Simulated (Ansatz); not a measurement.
# The perfect Mo wire along [111], 4 atoms a period

Aim: is the Mo wire along [111], 4 atoms a period a metal or a semiconductor?

Calculated with Ansatz 0.2.0; DFT PBE, plane waves, PAW; relaxation of a wire's period; PAW set soft_1, in the first sound run; inputs show where later runs differ.

## (1) The starting structure

The cell holds 4 atoms: 4 Mo. Cell: a = 9.034 Å, b = 10.670 Å, c = 2.737 Å, α = 90.0°, β = 90.0°, γ = 90.0°. Vacuum lies along a and b. The structure's axis is c.

## (2) Relaxation of atoms and period

Band widths follow the bond lengths, so the wire is relaxed first. The atoms and the third cell vector are free; the box across stays fixed as vacuum. A Fermi-Dirac smearing is set since the result may be a metal. The pressure printed is a third of the stress's trace over the whole box, vacuum included; only the stress along the axis is relaxed.

input.yaml

```yaml
crystal:
  lattice:
    - [9.034, 0.0, 0.0]
    - [0.0, 10.67, 0.0]
    - [0.0, 0.0, 2.736640276]
  atoms:
    - { symbol: Mo, position: [0.376355988, 0.439556195, 0.0] }
    - { symbol: Mo, position: [0.376355988, 0.681367741, 0.333333333] }
    - { symbol: Mo, position: [0.623694646, 0.318650422, 0.333333333] }
    - { symbol: Mo, position: [0.623694646, 0.560461968, 0.666666667] }
kpoints:
  mp_grid: { grid: [1, 1, 30] }
scf:
  occupations: { method: fermi_dirac, width: 0.05 }
hamiltonian:
  xc: pbe
  pseudopotentials: { kind: paw, azcp: { folder: soft_1 } }
relax:
  cell: { fix: [a, b, alpha, beta, gamma] }
  max_steps: 45
  f_tol: 0.03
```

On the command line:

```sh
> ansatz run input.yaml --threads 4 --pin off --max-ram 16384MiB --backend cpu --events-out ev --progress --plain --runs-dir out
```

Numbers of over 12 decimals in the logs are rounded to 6 here.

The log of the run:

```text
Engine: ansatz 0.2.0, aarch64-unknown-linux-gnu
Pseudopotentials: kind: paw
Pseudopotential: Mo, paw, valence charge 14, recommended cutoff 420 eV (normal), soft_1/Mo.paw.azcp
Functional definition: PBE
  parameter kappa = 0.804
  parameter beta = 0.066725
  exchange = pbe_x(kappa = kappa, mu = beta*pi^2/3)
  correlation = pbe_c(beta = beta)
Crystal: 4 atoms, lattice volume = 263.792 Å³
Basis set: ecut = 420 eV, 5189 PW (Γ), exchange–correlation on 128×144×40 points (8 copies of the dense FFT grid, shifted against one another)
Bands: 34, of which v1, the nominal top of the filled ones, is band 28 counted from 1 (27 counted from 0)
Symmetry: 2 space group operations
Space group: P-1 (ITA 2), of the structure as read, at distance tolerance 6.4e-5 Å
k-points: 16 of 30
Non-local potential: Mo, projectors of the file, l = 0: 3, l = 1: 2, l = 2: 2, l = 3: 1
PAW form: soft (Blöchl's): semilocal exchange-correlation on the pseudo side does not see the compensation charge
PAW one-centre angular grid: Mo, 590 points (default); XC on 64 Gauss nodes
Initial density: superposition of atomic densities (neutral atoms: chi_scale 0, normalization atom)
Initial wavefunctions: pseudopotential atomic-orbital guess
Functional: x = pbe(κ = 0.804, μ = 0.219515), c = pbe(β = 0.066725)
SCF iter   1: F=—  HF=-19817.992539 eV  |F-HF|=—  |Δ(HF+E_count)|=         —  Δρ=4.87e-2  dr2=1.66e1  ethr=3.10e-3  ⟨swp⟩=7.6  Hψ=2346  notcnv=0
preconditioner: auto → LDOS  [metal: Δε(μ)=0.028 eV  Ē_g=3.236 eV  σ=0.050 eV  W_gap=0.14  n_scr=32 (ndim 8)  ℏωp=11.2 eV  f_vac=0.524  D(μ)=5.25/eV (n_scr^D=26)  β→1.0]
SCF iter   2: F=—  HF=-19819.047843 eV  |F-HF|=—  |Δ(HF+E_count)|=    1.06e0  Δρ=5.41e-2  dr2=3.50e1  ethr=3.10e-3  ⟨swp⟩=4.1  Hψ=1576  notcnv=0
SCF iter   3: F=—  HF=-19814.082435 eV  |F-HF|=—  |Δ(HF+E_count)|=    4.97e0  Δρ=8.90e-3  dr2=2.09e-1  ethr=3.10e-3  ⟨swp⟩=3.2  Hψ=1468  notcnv=0
SCF iter   4: F=—  HF=-19814.103787 eV  |F-HF|=—  |Δ(HF+E_count)|=   2.14e-2  Δρ=3.54e-3  dr2=7.37e-2  ethr=3.74e-4  ⟨swp⟩=3.1  Hψ=1168  notcnv=0  defer=1
SCF iter   5: F=—  HF=-19814.103314 eV  |F-HF|=—  |Δ(HF+E_count)|=   4.73e-4  Δρ=1.30e-3  dr2=7.29e-3  ethr=1.32e-4  ⟨swp⟩=2.0  Hψ=839  notcnv=0
SCF iter   6: F=—  HF=-19814.103471 eV  |F-HF|=—  |Δ(HF+E_count)|=   1.57e-4  Δρ=5.28e-4  dr2=1.95e-3  ethr=1.30e-5  ⟨swp⟩=2.3  Hψ=948  notcnv=0
SCF iter   7: F=—  HF=-19814.103476 eV  |F-HF|=—  |Δ(HF+E_count)|=   4.53e-6  Δρ=1.86e-4  dr2=3.17e-4  ethr=3.49e-6  ⟨swp⟩=2.1  Hψ=699  notcnv=0
SCF iter   8: F=—  HF=-19814.103494 eV  |F-HF|=—  |Δ(HF+E_count)|=   1.78e-5  Δρ=5.95e-5  dr2=2.10e-5  ethr=5.66e-7  ⟨swp⟩=1.9  Hψ=648  notcnv=0
SCF iter   9: F=—  HF=-19814.103615 eV  |F-HF|=—  |Δ(HF+E_count)|=   1.22e-4  Δρ=1.76e-5  dr2=1.77e-6  ethr=3.75e-8  ⟨swp⟩=2.1  Hψ=766  notcnv=0
SCF iter  10: F=—  HF=-19814.103616 eV  |F-HF|=—  |Δ(HF+E_count)|=   5.21e-7  Δρ=7.02e-6  dr2=1.81e-7  ethr=3.16e-9  ⟨swp⟩=2.0  Hψ=758  notcnv=0
SCF iter  11: F=-19814.103616 eV  HF=-19814.103616 eV  |F-HF|=3.30e-8  |Δ(HF+E_count)|=   5.81e-8  Δρ=2.99e-6  dr2=5.81e-8  ethr=1.79e-10  ⟨swp⟩=5.2  Hψ=2116  notcnv=0
SCF 1 converged in 11 iterations: F = -19814.103616 eV  dr2 = 5.81e-8
  greatest PAW one-centre occupation: 0.999 electrons in one spin orbital (limit 2), on the Mo atom at site 3 (counted from 0), in its partial waves of l = 0
relax step   1: F+E_penalty+E_count = -19814.10361600 eV  Δ(F+E_penalty+E_count) = +0.000e0 eV  max|allowed force component| = 2.751e0 eV/Å  Δτ_max = 0.0000 Å  P = -7.242 GPa  Ω = 263.792 Å³  fix = [a, b, alpha, beta, gamma]  reactions: a -5.619, b -7.589 GPa; alpha +0.554, beta +0.952, gamma -1.821 GPa/rad  (11 SCF iters, dr2 threshold 1.00e-7 eV, accepted)
Crystal: 4 atoms, lattice volume = 257.971 Å³
Basis set: ecut = 420 eV, 5081 PW (Γ), exchange–correlation on 128×144×40 points (8 copies of the dense FFT grid, shifted against one another)
Initial density: handed on by an earlier stage of this run
Initial wavefunctions: those handed on with the density
SCF iter   1: F=—  HF=-19815.763252 eV  |F-HF|=—  |Δ(HF+E_count)|=         —  Δρ=1.79e-2  dr2=2.13e0  ethr=3.10e-3  ⟨swp⟩=10.0  Hψ=2754  notcnv=0
preconditioner: auto → LDOS  [metal: Δε(μ)=0.009 eV  Ē_g=3.410 eV  σ=0.050 eV  W_gap=0.05  n_scr=32 (ndim 8)  ℏωp=11.3 eV  f_vac=0.577  D(μ)=7.90/eV (n_scr^D=42)  β→1.0]
SCF iter   2: F=—  HF=-19816.114585 eV  |F-HF|=—  |Δ(HF+E_count)|=   3.51e-1  Δρ=2.22e-2  dr2=5.07e0  ethr=3.10e-3  ⟨swp⟩=3.1  Hψ=1056  notcnv=0  recentre
SCF iter   3: F=—  HF=-19815.618943 eV  |F-HF|=—  |Δ(HF+E_count)|=   4.96e-1  Δρ=6.53e-3  dr2=3.29e-1  ethr=3.10e-3  ⟨swp⟩=3.1  Hψ=948  notcnv=0
SCF iter   4: F=—  HF=-19815.596076 eV  |F-HF|=—  |Δ(HF+E_count)|=   2.29e-2  Δρ=1.15e-3  dr2=1.27e-2  ethr=5.87e-4  ⟨swp⟩=2.1  Hψ=754  notcnv=0
SCF iter   5: F=—  HF=-19815.596219 eV  |F-HF|=—  |Δ(HF+E_count)|=   1.43e-4  Δρ=3.69e-4  dr2=1.22e-3  ethr=2.28e-5  ⟨swp⟩=2.0  Hψ=729  notcnv=0
SCF iter   6: F=—  HF=-19815.596303 eV  |F-HF|=—  |Δ(HF+E_count)|=   8.40e-5  Δρ=2.59e-4  dr2=5.53e-4  ethr=2.17e-6  ⟨swp⟩=2.0  Hψ=756  notcnv=0
SCF iter   7: F=—  HF=-19815.596271 eV  |F-HF|=—  |Δ(HF+E_count)|=   3.19e-5  Δρ=6.28e-5  dr2=3.99e-5  ethr=9.87e-7  ⟨swp⟩=1.9  Hψ=659  notcnv=0
SCF iter   8: F=—  HF=-19815.596448 eV  |F-HF|=—  |Δ(HF+E_count)|=   1.77e-4  Δρ=3.06e-5  dr2=6.38e-6  ethr=7.12e-8  ⟨swp⟩=2.6  Hψ=991  notcnv=0
SCF iter   9: F=-19815.596448 eV  HF=-19815.596448 eV  |F-HF|=1.67e-7  |Δ(HF+E_count)|=   3.57e-7  Δρ=9.13e-6  dr2=1.94e-7  ethr=7.14e-10  ⟨swp⟩=4.1  Hψ=2470  notcnv=0
SCF 2 converged in 9 iterations: F = -19815.596448 eV  dr2 = 1.94e-7
relax step   2: F+E_penalty+E_count = -19815.59644770 eV  Δ(F+E_penalty+E_count) = -1.493e0 eV  max|allowed force component| = 7.116e-1 eV/Å  Δτ_max = 0.1950 Å  P = -0.097 GPa  Ω = 257.971 Å³  energy of the carried Pulay correction = +2.682e-4 eV  fix = [a, b, alpha, beta, gamma]  reactions: a +0.404, b -0.882 GPa; alpha +0.538, beta +0.898, gamma -1.158 GPa/rad  (9 SCF iters, dr2 threshold 4.00e-7 eV, accepted)
Crystal: 4 atoms, lattice volume = 258.560 Å³
Basis set: ecut = 420 eV, 5085 PW (Γ), exchange–correlation on 128×144×40 points (8 copies of the dense FFT grid, shifted against one another)
iter 1 solved again at ethr=6.10e-4 eV; its pass at ethr=3.10e-3 eV (dr2=3.42e-1 eV) is discarded
SCF iter   1: F=—  HF=-19815.744372 eV  |F-HF|=—  |Δ(HF+E_count)|=         —  Δρ=8.29e-3  dr2=3.55e-1  ethr=6.10e-4  ⟨swp⟩=1.2  Hψ=2754  notcnv=0
preconditioner: auto → LDOS  [metal: Δε(μ)=0.014 eV  Ē_g=3.396 eV  σ=0.050 eV  W_gap=0.07  n_scr=32 (ndim 8)  ℏωp=11.3 eV  f_vac=0.578  D(μ)=7.13/eV (n_scr^D=36)  β→1.0]
[...]
relax step   5: F+E_penalty+E_count = -19815.74878212 eV  Δ(F+E_penalty+E_count) = -6.921e-3 eV  max|allowed force component| = 9.251e-2 eV/Å  Δτ_max = 0.0201 Å  P = +0.022 GPa  Ω = 261.184 Å³  energy of the carried Pulay correction = +1.195e-4 eV  fix = [a, b, alpha, beta, gamma]  reactions: a -0.085, b -0.062 GPa; alpha +0.014, beta +0.029, gamma +0.017 GPa/rad  (7 SCF iters, dr2 threshold 4.00e-7 eV, accepted)
relax step   6: F+E_penalty+E_count = -19815.75098208 eV  Δ(F+E_penalty+E_count) = -2.200e-3 eV  max|allowed force component| = 5.975e-2 eV/Å  Δτ_max = 0.0080 Å  P = +0.160 GPa  Ω = 262.358 Å³  energy of the carried Pulay correction = +6.553e-5 eV  fix = [a, b, alpha, beta, gamma]  reactions: a +0.090, b +0.162 GPa; alpha +0.031, beta +0.053, gamma +0.054 GPa/rad  (6 SCF iters, dr2 threshold 4.00e-7 eV, accepted)
relax step   7: F+E_penalty+E_count = -19815.75329598 eV  Δ(F+E_penalty+E_count) = -2.314e-3 eV  max|allowed force component| = 4.364e-2 eV/Å  Δτ_max = 0.0842 Å  P = +0.098 GPa  Ω = 262.954 Å³  energy of the carried Pulay correction = +3.826e-5 eV  fix = [a, b, alpha, beta, gamma]  reactions: a +0.099, b +0.077 GPa; alpha +0.014, beta +0.011, gamma -0.030 GPa/rad  (9 SCF iters, dr2 threshold 2.23e-7 eV, accepted)
relax step   8: F+E_penalty+E_count = -19815.74727968 eV  Δ(F+E_penalty+E_count) = +6.016e-3 eV  max|allowed force component| = 3.315e-1 eV/Å  Δτ_max = 0.1963 Å  P = -0.605 GPa  Ω = 263.984 Å³  energy of the carried Pulay correction = -8.733e-6 eV  fix = [a, b, alpha, beta, gamma]  (10 SCF iters, dr2 threshold 1.19e-7 eV, rejected (line search))
relax step   9: F+E_penalty+E_count = -19815.75385618 eV  Δ(F+E_penalty+E_count) = -5.602e-4 eV  max|allowed force component| = 6.317e-2 eV/Å  Δτ_max = 0.0649 Å  P = -0.019 GPa  Ω = 263.824 Å³  energy of the carried Pulay correction = -1.432e-6 eV  fix = [a, b, alpha, beta, gamma]  reactions: a -0.037, b +0.088 GPa; alpha +0.055, beta +0.096, gamma +0.058 GPa/rad  (13 SCF iters, accepted)
relax step  10: F+E_penalty+E_count = -19815.75469514 eV  Δ(F+E_penalty+E_count) = -8.390e-4 eV  max|allowed force component| = 4.337e-2 eV/Å  Δτ_max = 0.0303 Å  P = -0.034 GPa  Ω = 263.629 Å³  energy of the carried Pulay correction = +7.444e-6 eV  fix = [a, b, alpha, beta, gamma]  reactions: a -0.028, b +0.021 GPa; alpha +0.026, beta +0.047, gamma +0.013 GPa/rad  (7 SCF iters, dr2 threshold 2.49e-7 eV, accepted)
relax step  11: F+E_penalty+E_count = -19815.75503844 eV  Δ(F+E_penalty+E_count) = -3.433e-4 eV  max|allowed force component| = 6.287e-2 eV/Å  Δτ_max = 0.0572 Å  P = -0.101 GPa  Ω = 263.491 Å³  energy of the carried Pulay correction = +1.372e-5 eV  fix = [a, b, alpha, beta, gamma]  reactions: a -0.059, b -0.107 GPa; alpha +0.019, beta +0.008, gamma -0.046 GPa/rad  (8 SCF iters, dr2 threshold 1.18e-7 eV, accepted)
relax step  12: F+E_penalty+E_count = -19815.75522832 eV  Δ(F+E_penalty+E_count) = -1.899e-4 eV  max|allowed force component| = 2.676e-2 eV/Å  Δτ_max = 0.0096 Å  P = +0.005 GPa  Ω = 263.233 Å³  energy of the carried Pulay correction = +2.552e-5 eV  fix = [a, b, alpha, beta, gamma]  reactions: a +0.034, b -0.013 GPa; alpha +0.013, beta +0.002, gamma -0.047 GPa/rad  (7 SCF iters, dr2 threshold 2.47e-7 eV, accepted)
Initial wavefunctions: pseudopotential atomic-orbital guess (no wavefunctions were taken with the density)
iter 1 solved again at ethr=3.79e-7 eV; its pass at ethr=3.10e-3 eV (dr2=2.12e-4 eV) is discarded
SCF iter   1: F=—  HF=-19815.755065 eV  |F-HF|=—  |Δ(HF+E_count)|=         —  Δρ=4.20e-6  dr2=4.95e-8  ethr=3.79e-7  ⟨swp⟩=4.1  Hψ=4013  notcnv=0
eigensolver tolerance schedule: the retry pair's looser diagonalisation over-reported the residual by 4280.09 of it (diagonalisation noise at 1.10 of the residual, at the tolerance the schedule requests for it); recorded, not acted on — ethr = c·dr2/N_el stays at c = 1.0e-1
preconditioner: auto → LDOS  [metal: Δε(μ)=0.028 eV  Ē_g=3.346 eV  σ=0.050 eV  W_gap=0.14  n_scr=32 (ndim 8)  ℏωp=11.2 eV  f_vac=0.580  D(μ)=4.78/eV (n_scr^D=22)  β→1.0]
SCF iter   2: F=—  HF=-19815.755196 eV  |F-HF|=—  |Δ(HF+E_count)|=   1.31e-4  Δρ=3.50e-6  dr2=6.80e-8  ethr=8.84e-11  ⟨swp⟩=4.0  Hψ=1543  notcnv=0
SCF iter   3: F=—  HF=-19815.755196 eV  |F-HF|=—  |Δ(HF+E_count)|=  4.51e-10  Δρ=2.83e-6  dr2=6.42e-8  ethr=8.84e-11  ⟨swp⟩=2.1  Hψ=769  notcnv=0
SCF iter   4: F=—  HF=-19815.755196 eV  |F-HF|=—  |Δ(HF+E_count)|=   1.43e-9  Δρ=1.01e-6  dr2=1.02e-8  ethr=8.84e-11  ⟨swp⟩=2.0  Hψ=729  notcnv=0
SCF iter   5: F=—  HF=-19815.755196 eV  |F-HF|=—  |Δ(HF+E_count)|=   1.70e-9  Δρ=3.78e-7  dr2=6.23e-10  ethr=1.83e-11  ⟨swp⟩=2.0  Hψ=728  notcnv=0
SCF iter   6: F=—  HF=-19815.755196 eV  |F-HF|=—  |Δ(HF+E_count)|=  1.09e-11  Δρ=1.62e-7  dr2=2.02e-10  ethr=1.11e-12  ⟨swp⟩=2.0  Hψ=748  notcnv=0
SCF iter   7: F=-19815.755196 eV  HF=-19815.755196 eV  |F-HF|=1.82e-11  |Δ(HF+E_count)|=  7.28e-12  Δρ=5.30e-8  dr2=1.02e-11  ethr=1.00e-12  ⟨swp⟩=4.1  Hψ=2196  notcnv=0
SCF 13 converged in 7 iterations: F = -19815.755196 eV  dr2 = 1.02e-11
relax step  13: F+E_penalty+E_count = -19815.75519614 eV  Δ(F+E_penalty+E_count) = +3.217e-5 eV  max|allowed force component| = 2.664e-2 eV/Å  Δτ_max = 0.0000 Å  P = +0.008 GPa  Ω = 263.233 Å³  fix = [a, b, alpha, beta, gamma]  reactions: a +0.036, b -0.009 GPa; alpha +0.013, beta +0.002, gamma -0.046 GPa/rad  stress off target by 3.50e-3 GPa on what of the cell is left free  SCF on the basis re-selected at this cell (its energy is not comparable with the rows above)  (7 SCF iters)
basis re-selected at this cell: Δ(F+E_penalty+E_count) = +3.217e-5 eV, ΔP = +0.003 GPa vs the last step (what re-selecting the basis moved, of the pressure what is left beyond the Pulay correction that the steps carried, after the strain that the cell walked since its last selection, with what the two solves' SCF thresholds leave and, on support functions, any second-order correction that the steps lacked; it is no m [...]
SCF converged after 7 iterations
Free energy (F): -19815.755196 eV
Harris-Foulkes:  -19815.755196 eV  (|F-HF|=1.82e-11)
Internal energy: -19815.715337 eV  (E = F + TS)
E sigma→0 (E₀):  -19815.735267 eV
Entropy (-TS):   -0.039859 eV (-9.965 meV/atom)
Fermi energy:    2.258686 eV
--- Per-component energies (eV) ---
  E_band       = -1255.383289
  E_kinetic    = 1689.717316
  E_local      = -18065.165341  (includes V_loc(G=0)·N_el)
  E_nonlocal   = 605.807537
  E_hartree    = 8014.643936
  E_xc         = -697.814843
  E_vxc        = -868.969239  (∫ρ·V_xc dr)
  E_paw        = -12851.805242  (= ΣΔE_a)
  E_vpaw       = -646.061699  (= ΣTr[D̂ρ^β])
  E_aug_tail   = 0.000206  (compensation charges beyond the density's cutoff)
  E_ewald      = 1488.901094
  E_smearing   = -0.039859  (= −TS)
  E_closure    = 0.000000  (closes the sum)
  Σ components = -19815.755196   (vs F -19815.755196, Δ=0.00e0)
--- Forces (eV/Å), atoms counted from 1 ---
  atom   1  Mo    -0.01348432    -0.00716005    -0.01592022
  atom   2  Mo     0.01625728    -0.02663522    -0.00017281
  atom   3  Mo    -0.01625728     0.02663522     0.00017281
  atom   4  Mo     0.01348432     0.00716005     0.01592022
  max |Σ_I F_I| component: 1.73e-18 eV/Å
--- Stress (GPa, compression-positive) ---
        0.036272       0.045963      -0.002019
        0.045963      -0.009246      -0.012763
       -0.002019      -0.012763      -0.003502
  P = ⅓ Tr σ = 0.0078 GPa (0.078 kbar)
--- Relaxed structure (12 steps of the walk, 11 accepted, 1 SCFs on fresh bases) ---
  F+E_penalty+E_count = -19815.75519614 eV   max|allowed force component| = 2.664e-2 eV/Å   (the final SCF, on the basis selected at the relaxed cell)
  cell:  # Å, volume = 263.2328 Å³
    - [9.034, 0, 0]
    - [0, 10.67, 0]
    - [0, 0, 2.730835]
  atoms:
    - { symbol: Mo, position: [0.380669, 0.457101, 0.049187] }
    - { symbol: Mo, position: [0.415267, 0.669218, 0.332280] }
    - { symbol: Mo, position: [0.584783, 0.330782, 0.334387] }
    - { symbol: Mo, position: [0.619382, 0.542899, 0.617480] }
```

The job ended after 25 s (4 threads of Arm Neoverse V2, shared host; peak memory 0.6 GiB).

Relaxation path:

```csv
step,energy less that of the first step (eV),largest force component (eV/Å),pressure (GPa),volume (Å³)
1,0.0000,2.7510,-7.24,263.79
2,-1.4928,0.7116,-0.10,257.97
3,-1.6166,0.3986,0.61,258.56
4,-1.6382,0.2419,0.25,260.43
5,-1.6452,0.0925,0.02,261.18
6,-1.6474,0.0598,0.16,262.36
7,-1.6497,0.0436,0.10,262.95
8,-1.6437,0.3315,-0.60,263.98
9,-1.6502,0.0632,-0.02,263.82
10,-1.6511,0.0434,-0.03,263.63
11,-1.6514,0.0629,-0.10,263.49
12,-1.6516,0.0268,0.01,263.23
13*,-1.6516,0.0266,0.01,263.23
```

Relaxation steps marked * repeat the geometry before them on a plane-wave basis chosen anew for their cell, so energy and pressure can jump there. Relaxation step 8 was tried and not accepted.

The run keeps the 2 symmetry operations that it works with, so distortions that break them were not tested.

```csv
cell as run,before,after,change
c (Å),2.737,2.731,-0.2 %
```

The atoms that moved most (Å, along periodic axes as changes of fractional coordinates times the final cell, across vacuum about the mean position):

```csv
atom,dx,dy,dz,length
Mo3,-0.352,0.130,0.003,0.375
Mo2,0.352,-0.130,-0.003,0.375
Mo4,-0.039,-0.187,-0.134,0.234
Mo1,0.039,0.187,0.134,0.234
```

Final coordinates:

```xyz
4
Lattice="9.0340 0.0000 0.0000 0.0000 10.6700 0.0000 0.0000 0.0000 2.7308" Properties=species:S:1:pos:R:3
Mo    3.4390    4.8773    0.1343
Mo    3.7515    7.1406    0.9074
Mo    5.2829    3.5294    0.9132
Mo    5.5955    5.7927    1.6862
```

This step gave:

```
energy at zero smearing    : -19815.7353 eV
cell length along the wire : 2.731 Å
```

The cell's length comes to 2.731 Å with spin left out.

## (3) The wire at its relaxed period

This step: DFT PBE, plane waves, PAW; bands of a perfect wire; PAW set soft_1 (Ansatz 0.2.0).

At the relaxed period the bands are computed along the axis; those that cross an energy going forward count the channels that a perfect wire would open there.

input.yaml

```yaml
crystal:
  lattice:
    - [9.034, 0.0, 0.0]
    - [0.0, 10.67, 0.0]
    - [0.0, 0.0, 2.7308351625]
  atoms:
    - { symbol: Mo, position: [0.380668917, 0.457101191, 0.049187138] }
    - { symbol: Mo, position: [0.4152675, 0.669218113, 0.332279638] }
    - { symbol: Mo, position: [0.584783134, 0.330781887, 0.334387029] }
    - { symbol: Mo, position: [0.619381717, 0.542898809, 0.617479528] }
kpoints:
  mp_grid: { grid: [1, 1, 30] }
  band_path: { path: ["Γ", Z], npoints: 90 }
scf:
  occupations: { method: fermi_dirac, width: 0.05 }
hamiltonian:
  xc: pbe
  pseudopotentials: { kind: paw, azcp: { folder: soft_1 } }
output:
  dos: { e_range: [-5, 4] }
  write_potential: true
  write_density: true
  volumetric_format: npy
```

The log of the run:

```text
[...]
Crystal: 4 atoms, lattice volume = 263.233 Å³
Basis set: ecut = 420 eV, 5181 PW (Γ)
Bands: 34, of which v1, the nominal top of the filled ones, is band 28 counted from 1 (27 counted from 0)
Symmetry: 2 space group operations
[...]
k-points: 16 of 30
[...]
SCF iter   1: F=—  HF=-19820.404908 eV  |F-HF|=—  |Δ(HF+E_count)|=         —  Δρ=4.92e-2  dr2=2.06e1  ethr=3.10e-3  ⟨swp⟩=8.1  Hψ=2584  notcnv=0
[...]
SCF iter  12: F=-19815.755250 eV  HF=-19815.755250 eV  |F-HF|=1.44e-8  |Δ(HF+E_count)|=   4.90e-9  Δρ=1.71e-6  dr2=1.91e-8  ethr=1.79e-10  ⟨swp⟩=2.0  Hψ=988  notcnv=0
SCF 1 converged in 12 iterations: F = -19815.755250 eV  dr2 = 1.91e-8
[...]
NSCF: frozen V_eff on 91 k-points
WARN: The output density's exchange-correlation potential varies sharply where the density is thin. Do not read a vacuum level from v_tot or v_xc, or from such a field of the output density. On a cell that repeats whose density bears no net charge and no dipole along the vacuum's axis use v_es (v_loc + v_h of the components); under efield.dipole_correction with no amplitude use v_es + v_field, which holds any externa [...]
SCF converged after 12 iterations
Free energy (F): -19815.755250 eV
[...]
Internal energy: -19815.715390 eV  (E = F + TS)
E sigma→0 (E₀):  -19815.735320 eV
Entropy (-TS):   -0.039860 eV (-9.965 meV/atom)
Fermi energy:    2.258679 eV
[...]
--- Band table (eV; the first three rows and the last of 16) ---
  k-point 0: bands = [... 24 lower, 0.6544, 1.0872, 1.6481, 2.1120, 2.1922, 3.0801, 3.1554, 3.1837, ... 2 higher]
  k-point 1: bands = [... 24 lower, 0.6632, 1.0897, 1.5973, 2.0485, 2.2215, 3.0454, 3.1435, 3.2007, ... 2 higher]
  k-point 2: bands = [... 24 lower, 0.6908, 1.0930, 1.4815, 1.8883, 2.2822, 2.9456, 3.1136, 3.1589, ... 2 higher]
  k-point 15: bands = [... 24 lower, 1.6242, 1.7522, 2.1922, 2.9882, 3.3056, 3.3562, 3.6792, 4.0300, ... 2 higher]
```

The job ended after 7.3 s (4 threads; peak memory 0.68 GiB).

This step gave:

```yaml
band_gap: 0 eV
```

The electronic bands at the labelled points (eV, zero at the Fermi level):

```csv
point,band 25,band 26,band 27,band 28,band 29,band 30,band 31,band 32
Γ,-1.60,-1.17,-0.61,-0.15,-0.07,0.82,0.90,0.93
halfway,-1.30,-1.25,-0.72,-0.51,-0.44,0.13,0.46,0.78
Z,-0.63,-0.51,-0.07,0.73,1.05,1.10,1.42,1.77
```

Between Γ and Z the bands cross the Fermi level 4 times, so a perfect wire would conduct at least 4 G₀, with spin left out.

## (4) Outcome

| Property | Result |
| --- | --- |
| cell length, PBE | 2.731 Å |
| ballistic conductance by band crossings, a lower bound, PBE | 4 G₀ |

**Reading.** Under PBE the cell's length is 2.73 Å, and the bands cross the Fermi level 4 times between Γ and Z, which gives a perfect wire at least 4 G₀ (opposite crossings within one step of the path cancel in such a count). No spin was allowed, though thin wires with open d shells can turn magnetic.

[Logs are printed without paths, hosts, clocks, repeated set-up lines and the standing remarks that a program may print on its own settings, such as how far it seeks lower states.]

[Hosts, paths, dates, database ids (printed as entryN), source tags and the programs' standing remarks are cut or masked in the printed files.]
